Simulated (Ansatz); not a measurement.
# ZnCo3C (Pm-3m): Grüneisen parameters

Does ZnCo3C (Pm-3m) expand much on heating, by its phonons?

Method: DFT PBEsol, scalar-relativistic, plane waves, PAW; PAW set soft_1, in Ansatz 0.2.0.

Report form: the programs' logs are mostly left out.

**1. The starting structure**

It takes space group Pm-3m (No. 221, cubic). Conventional cell: a = 3.684 Å, b = 3.684 Å, c = 3.684 Å, α = 90.00°, β = 90.00°, γ = 90.00°. Nearest to Zn lie 12 Co at 2.60 Å. Co has 2 C at 1.84 Å and 8 Co at 2.60 Å and 4 Zn at 2.60 Å nearest. Nearest to C lie 6 Co at 1.84 Å. Farther neighbours are not listed.

**2. Phonons on a q mesh**

The cell comes from relaxations at this level that are not shown. Stability and thermal properties need the whole zone. Linear response on a 2×2×2 q mesh gives force constants as far as a supercell of that size would.

Contents of input.yaml:

```yaml
crystal:
  lattice:
    - [3.6838836568, 0.0, 0.0]
    - [0.0, 3.6838836568, 0.0]
    - [0.0, 0.0, 3.6838836568]
  atoms:
    - { symbol: Zn, position: [0.0, 0.0, 0.0] }
    - { symbol: Co, position: [0.0, 0.5, 0.5], spin: 0.37 }
    - { symbol: Co, position: [0.5, 0.5, 0.0], spin: 0.37 }
    - { symbol: Co, position: [0.5, 0.0, 0.5], spin: 0.37 }
    - { symbol: C, position: [0.5, 0.5, 0.5] }
kpoints:
  mp_grid: { grid: [12, 12, 12] }
hamiltonian:
  xc: pbesol
  pseudopotentials: { kind: paw, azcp: { folder: soft_1 }, xc_functional: pbe }
scf:
  occupations: { method: gaussian, width: 0.15 }
output:
  eigenvalues: true
  populations: true
magnetization:
  spin_polarized: true
phonons:
  method: dfpt
  qmesh: [2, 2, 2]
  temperatures: { t_max: 1000, t_step: 50 }
  qpath:
    path:
      - [[0.0, 0.0, 0.0], [0.0, 0.5, 0.0], [0.5, 0.5, 0.0], [0.0, 0.0, 0.0], [0.5, 0.5, 0.5], [0.0, 0.5, 0.0]]
      - [[0.5, 0.5, 0.5], [0.5, 0.5, 0.0]]
    npoints: 10
```

The run is started by

```sh
ansatz run input.yaml --threads 4 --pin off --max-ram 10240MiB --backend cpu --events-out ev --progress --plain --runs-dir out
```

It took 19 min on 4 threads of Arm Neoverse V1, shared host; peak memory 4 GiB.

Numbers from this step:

```
magnetization                                           : 0.9769 μB
absolute magnetization                                  : 1.203 μB
site moments                                            : -0.01946, 0.3389, 0.3389, 0.3389, -0.03147 μB
volume per atom                                         : 9.999 Å³
gap on the k-mesh                                       : 0 eV
sum-rule residual before enforcement                    : 7.14e-5 eV/Å²
lowest frequency on the path                            : 0 cm⁻¹
point group                                             : m-3m
highest frequency on the path or at a solved wavevector : 795 cm⁻¹
mean frequency                                          : 296.6 cm⁻¹
Debye temperature (second moment)                       : 687 K
logarithmic mean frequency                              : 236.9 cm⁻¹
highest optical mode at the zone centre (no LO-TO term) : 651.2 cm⁻¹
lowest optical zone-centre mode                         : 165.6 cm⁻¹
lowest mode on the q mesh (acoustic modes at Γ apart)   : 93.08 cm⁻¹
zero-point energy per atom                              : 55.16 meV
```

Frequencies (cm⁻¹) solved at each irreducible wavevector; negative means imaginary. Frequencies by wavevector, by row:

```
q in reciprocal lattice units  star  mode 1  mode 2  mode 3  mode 4  mode 13  mode 14  mode 15
                        0 0 0     1       0       0       0   165.6    651.2    651.2    651.2
                     0 0 -0.5     3   130.6   130.6   130.9   130.9    648.3    648.3    783.3
                  0 -0.5 -0.5     3    93.1   133.4   133.4   164.8    648.4    786.9    786.9
               -0.5 -0.5 -0.5     1   100.9   100.9   100.9   129.7      795      795      795
```

Symmetry leaves 4 wavevectors to solve. The lowest mode among them, the acoustic zeros apart, lies at q = (0, -0.5, -0.5) and is real, 93.1 cm⁻¹.

**3. Relaxing at another volume, volume ratio 0.97**

The volume is scaled by 0.97 and held; symmetry leaves nothing to relax, so this is a single point. The modes can then be followed against volume.

input.yaml, the sections that differ from step 2:

```yaml
crystal:
  lattice:
    - [3.6466701665, 0.0, 0.0]
    - [0.0, 3.6466701665, 0.0]
    - [0.0, 0.0, 3.6466701665]
  atoms:
    - { symbol: Zn, position: [0.0, 0.0, 0.0] }
    - { symbol: Co, position: [0.0, 0.5, 0.5], spin: 0.37 }
    - { symbol: Co, position: [0.5, 0.5, 0.0], spin: 0.37 }
    - { symbol: Co, position: [0.5, 0.0, 0.5], spin: 0.37 }
    - { symbol: C, position: [0.5, 0.5, 0.5] }
output:
  forces: true
  stress: true
  eigenvalues: true
  populations: true
# kpoints, hamiltonian, scf, magnetization: as in step 2
# phonons: removed
```

Elapsed: 11 s, on 4 threads; peak memory 0.58 GiB; 40 s of CPU time.

Numbers from this step:

```yaml
magnetization: 0.9240 μB
absolute_magnetization: 1.130 μB
site_moments: -0.01762, 0.3184, 0.3184, 0.3184, -0.02885 μB
pressure: 8.041 GPa
volume_per_atom: 9.699 Å³
```

The cell carries a net spin moment of 0.92 μB and an absolute one of 1.13 μB.

**4. Phonons at the other volume, volume ratio 0.97**

The phonons are repeated at this volume on the same k and q meshes.

input.yaml, the sections that differ from step 3:

```yaml
crystal:
  lattice:
    - [3.6466701665, 0.0, 0.0]
    - [0.0, 3.6466701665, 0.0]
    - [0.0, 0.0, 3.6466701665]
  atoms:
    - { symbol: Zn, position: [0.0, 0.0, 0.0] }
    - { symbol: Co, position: [0.0, 0.5, 0.5], spin: 0.35 }
    - { symbol: Co, position: [0.5, 0.5, 0.0], spin: 0.35 }
    - { symbol: Co, position: [0.5, 0.0, 0.5], spin: 0.35 }
    - { symbol: C, position: [0.5, 0.5, 0.5] }
output:
  eigenvalues: true
  populations: true
phonons:
  method: dfpt
  qmesh: [2, 2, 2]
  temperatures: { t_max: 1000, t_step: 50 }
  qpath:
    path:
      - [[0.0, 0.0, 0.0], [0.0, 0.5, 0.0], [0.5, 0.5, 0.0], [0.0, 0.0, 0.0], [0.5, 0.5, 0.5], [0.0, 0.5, 0.0]]
      - [[0.5, 0.5, 0.5], [0.5, 0.5, 0.0]]
    npoints: 10
# kpoints, hamiltonian, scf, magnetization: as in step 3
```

Elapsed: 18 min, on 4 threads; peak memory 4 GiB; 72 min of CPU time.

This step gave:

| Item | Value |
| --- | --- |
| sum-rule residual before enforcement | 2.47e-5 eV/Å² |
| highest frequency on the path or at a solved wavevector | 829.3 cm⁻¹ |
| mean frequency | 312.3 cm⁻¹ |
| Debye temperature (second moment) | 722 K |
| logarithmic mean frequency | 249 cm⁻¹ |
| highest optical mode at the zone centre (no LO-TO term) | 691.3 cm⁻¹ |
| lowest optical zone-centre mode | 170.5 cm⁻¹ |
| lowest mode on the q mesh (acoustic modes at Γ apart) | 92.39 cm⁻¹ |
| zero-point energy per atom | 58.08 meV |
| heat capacity at 300 K | 20.18 J/(mol atoms K) |
| vibrational entropy at 300 K | 23.43 J/(mol atoms K) |
| edges of the widest gap between branches, on path and mesh | 460.1, 688.4 cm⁻¹ |

Frequencies (cm⁻¹) solved at each irreducible wavevector; negative means imaginary. Frequencies by wavevector, by row:

```
q in reciprocal lattice units  star  mode 1  mode 2  mode 3  mode 4  mode 13  mode 14  mode 15
                        0 0 0     1       0       0       0   170.5    691.3    691.3    691.3
                     0 0 -0.5     3   136.2   136.2   136.7   136.7    688.4    688.4    817.9
                  0 -0.5 -0.5     3    92.4   137.9   137.9   175.4    688.4    821.4    821.4
               -0.5 -0.5 -0.5     1     101     101     101     135    829.3    829.3    829.3
```

The highest optical mode at the zone centre (no LO-TO term) is 691.3 cm⁻¹, +40.1 cm⁻¹ against the base run.

**5. Relaxing at another volume, volume ratio 1.03**

The volume is scaled by 1.03 and held; symmetry leaves nothing to relax, so this is a single point. The modes can then be followed against volume.

input.yaml, the sections that differ from step 4:

```yaml
crystal:
  lattice:
    - [3.7203601247, 0.0, 0.0]
    - [0.0, 3.7203601247, 0.0]
    - [0.0, 0.0, 3.7203601247]
  atoms:
    - { symbol: Zn, position: [0.0, 0.0, 0.0] }
    - { symbol: Co, position: [0.0, 0.5, 0.5], spin: 0.37 }
    - { symbol: Co, position: [0.5, 0.5, 0.0], spin: 0.37 }
    - { symbol: Co, position: [0.5, 0.0, 0.5], spin: 0.37 }
    - { symbol: C, position: [0.5, 0.5, 0.5] }
output:
  forces: true
  stress: true
  eigenvalues: true
  populations: true
# kpoints, hamiltonian, scf, magnetization: as in step 4
# phonons: removed
```

Elapsed: 12 s, on 4 threads; peak memory 0.59 GiB.

This step gave:

```
magnetization          : 1.020 μB
absolute magnetization : 1.265 μB
site moments           : -0.02120, 0.3561, 0.3561, 0.3561, -0.03382 μB
pressure               : -6.806 GPa
volume per atom        : 10.30 Å³
```

The cell carries a net spin moment of 1.02 μB and an absolute one of 1.26 μB.

**6. Phonons at the other volume, volume ratio 1.03**

input.yaml, the sections that differ from step 5:

```yaml
crystal:
  lattice:
    - [3.7203601247, 0.0, 0.0]
    - [0.0, 3.7203601247, 0.0]
    - [0.0, 0.0, 3.7203601247]
  atoms:
    - { symbol: Zn, position: [0.0, 0.0, 0.0] }
    - { symbol: Co, position: [0.0, 0.5, 0.5], spin: 0.39 }
    - { symbol: Co, position: [0.5, 0.5, 0.0], spin: 0.39 }
    - { symbol: Co, position: [0.5, 0.0, 0.5], spin: 0.39 }
    - { symbol: C, position: [0.5, 0.5, 0.5] }
output:
  eigenvalues: true
  populations: true
phonons:
  method: dfpt
  qmesh: [2, 2, 2]
  temperatures: { t_max: 1000, t_step: 50 }
  qpath:
    path:
      - [[0.0, 0.0, 0.0], [0.0, 0.5, 0.0], [0.5, 0.5, 0.0], [0.0, 0.0, 0.0], [0.5, 0.5, 0.5], [0.0, 0.5, 0.0]]
      - [[0.5, 0.5, 0.5], [0.5, 0.5, 0.0]]
    npoints: 10
# kpoints, hamiltonian, scf, magnetization: as in step 5
```

Run time: 20 min. Hardware: 4 threads; peak memory 4.1 GiB; 77 min of CPU time.

Numbers from this step:

* sum-rule residual before enforcement: 3.24e-5 eV/Å²
* highest frequency on the path or at a solved wavevector: 761.9 cm⁻¹
* mean frequency: 281.6 cm⁻¹
* Debye temperature (second moment): 652 K
* logarithmic mean frequency: 225.2 cm⁻¹
* highest optical mode at the zone centre (no LO-TO term): 612.6 cm⁻¹
* lowest optical zone-centre mode: 160.1 cm⁻¹
* lowest mode on the q mesh (acoustic modes at Γ apart): 93.54 cm⁻¹
* zero-point energy per atom: 52.36 meV
* heat capacity at 300 K: 20.82 J/(mol atoms K)
* vibrational entropy at 300 K: 25.47 J/(mol atoms K)
* edges of the widest gap between branches, on path and mesh: 412.2, 609.8 cm⁻¹

The highest optical mode at the zone centre (no LO-TO term) is 612.6 cm⁻¹, -38.6 cm⁻¹ against the base run.

**7. Grüneisen parameters**

The Grüneisen parameter of a mode is minus the logarithmic change of its frequency with volume, −d ln ω / d ln V; weighted by heat capacity it gives the expansion.

Numbers from this step:

```
bulk modulus : 247.4 GPa
```

The phonon branches at the labelled points (cm⁻¹):

```
    point  branch 1  branch 2  branch 3  branch 4  branch 12  branch 13  branch 14  branch 15
        Γ         0         0         0       166        212        651        651        651
  halfway        74        74       121       163        288        650        650        714
        X       130       130       131       131        343        648        648        783
  halfway       113       140       142       148        363        648        715        785
        M        93       133       133       165        396        648        787        787
  halfway        97       102       151       158        316        649        714        715
        Γ         0         0         0       166        212        651        651        651
  halfway       109       109       146       160        341        715        715        718
        R       101       101       101       130        436        795        795        795
  halfway       118       122       139       140        382        716        718        788
        X       130       130       131       131        343        648        648        783
jump to R       101       101       101       130        436        795        795        795
  halfway        97       124       124       139        411        720        791        791
        M        93       133       133       165        396        648        787        787
```

The same for volume x 0.97:

```
point  branch 1  branch 2  branch 3  branch 4  branch 12  branch 13  branch 14  branch 15
    Γ         0         0         0       170        224        691        691        691
    X       136       136       137       137        366        688        688        818
    M        92       138       138       175        420        688        821        821
    Γ         0         0         0       170        224        691        691        691
    R       101       101       101       135        460        829        829        829
    X       136       136       137       137        366        688        688        818
    R       101       101       101       135        460        829        829        829
    M        92       138       138       175        420        688        821        821
```

The same for volume x 1.03:

```
point  branch 1  branch 2  branch 3  branch 4  branch 12  branch 13  branch 14  branch 15
    Γ         0         0         0       160        201        613        613        613
    X       125       125       125       125        321        610        610        750
    M        94       129       129       155        374        610        754        754
    Γ         0         0         0       160        201        613        613        613
    R       101       101       101       125        412        762        762        762
    X       125       125       125       125        321        610        610        750
    R       101       101       101       125        412        762        762        762
    M        94       129       129       155        374        610        754        754
```

Mode Grueneisen parameter -dln(w)/dln(V), modes matched by rank; at Γ the acoustic branches take the value of a neighbouring point of the path. Mode grüneisen parameters along the path, in :

```
    point  branch 1  branch 2  branch 3  branch 4  branch 12  branch 13  branch 14  branch 15
        Γ      1.30      1.30      1.80      1.05       1.82       2.01       2.01       2.01
  halfway      1.34      1.34      1.60      1.30       1.78       2.02       2.02       1.68
        X      1.43      1.43      1.44      1.44       2.19       2.02       2.02       1.44
  halfway      0.71      1.45      1.66      1.46       1.98       2.02       1.68       1.44
        M     -0.20      1.11      1.11      2.10       1.94       2.01       1.43       1.43
  halfway      0.72      1.41      1.94      1.48       1.69       2.02       1.68       1.68
        Γ      1.30      1.49      1.80      1.05       1.82       2.01       2.01       2.01
  halfway      0.94      0.94      1.28      1.66       1.62       1.67       1.67       1.68
        R      0.03      0.03      0.03      1.34       1.83       1.41       1.41       1.41
  halfway      0.75      0.98      1.30      1.51       1.83       1.66       1.67       1.43
        X      1.43      1.43      1.44      1.44       2.19       2.02       2.02       1.44
jump to R      0.03      0.03      0.03      1.34       1.83       1.41       1.41       1.41
  halfway     -0.07      0.83      0.83      1.49       1.84       1.66       1.42       1.42
        M     -0.20      1.11      1.11      2.10       1.94       2.01       1.43       1.43
```

(dS/dlnV)/C_V. Table of thermodynamic Grueneisen parameter by temperature:

```
temperature (K)  thermodynamic Grueneisen parameter
             50                                1.39
            100                                1.57
            150                                1.62
            200                                1.64
            250                                1.66
            300                                1.66
            350                                1.67
            400                                1.67
            450                                1.67
            500                                1.67
            550                                1.67
            600                                1.67
            650                                1.67
            700                                1.67
            750                                1.67
            800                                1.67
            850                                1.67
            900                                1.67
            950                                1.67
           1000                                1.67
```

Gamma C_V/(B V) at the static volume. Table of volume expansion by temperature:

```
temperature (K)  volume expansion (1e-6/K)
             50                       3.62
            100                       11.9
            150                       16.7
            200                       19.5
            250                       21.5
            300                       22.9
            350                       23.9
            400                       24.7
            450                       25.2
            500                       25.7
            550                       26.1
            600                       26.4
            650                       26.6
            700                       26.8
            750                       26.9
            800                       27.0
            850                       27.1
            900                       27.2
            950                       27.3
           1000                       27.4
```

**8. Outcome**

```
bulk modulus                               : 247 GPa
thermodynamic Grüneisen parameter at 300 K : 1.661
volume expansion at 300 K, estimated       : 22.86 × 10⁻⁶ K⁻¹
```

What this shows: By this estimate the volume grows by 22.9 × 10⁻⁶ per kelvin at 300 K. The highest optical mode at Γ goes from 691 to 613 cm⁻¹ as the cell grows, a Grüneisen parameter of 2.01. Mode parameters on the path run from -0.2 to 2.4, with a median of 1.7. Branches are matched by rank, so values near crossings are rough. The expansion is the Grüneisen estimate at the static volume, with the static bulk modulus. The ferromagnetic order comes from parallel starting moments and need not be the ground state. The q mesh stands for a supercell only 7.4 Å across, so branches between the solved wavevectors are rough. With no gap, or one that is small against the smearing, the frequencies hang on the k mesh and the smearing, most of all near Kohn anomalies. The PAW files were made for PBE and serve the other functionals too.

[Logs are printed without paths, hosts, clocks, repeated set-up lines and the standing remarks that a program may print on its own settings, such as how far it seeks lower states.]

[Hosts, paths, dates, database ids (printed as entryN), source tags and the programs' standing remarks are cut or masked in the printed files.]
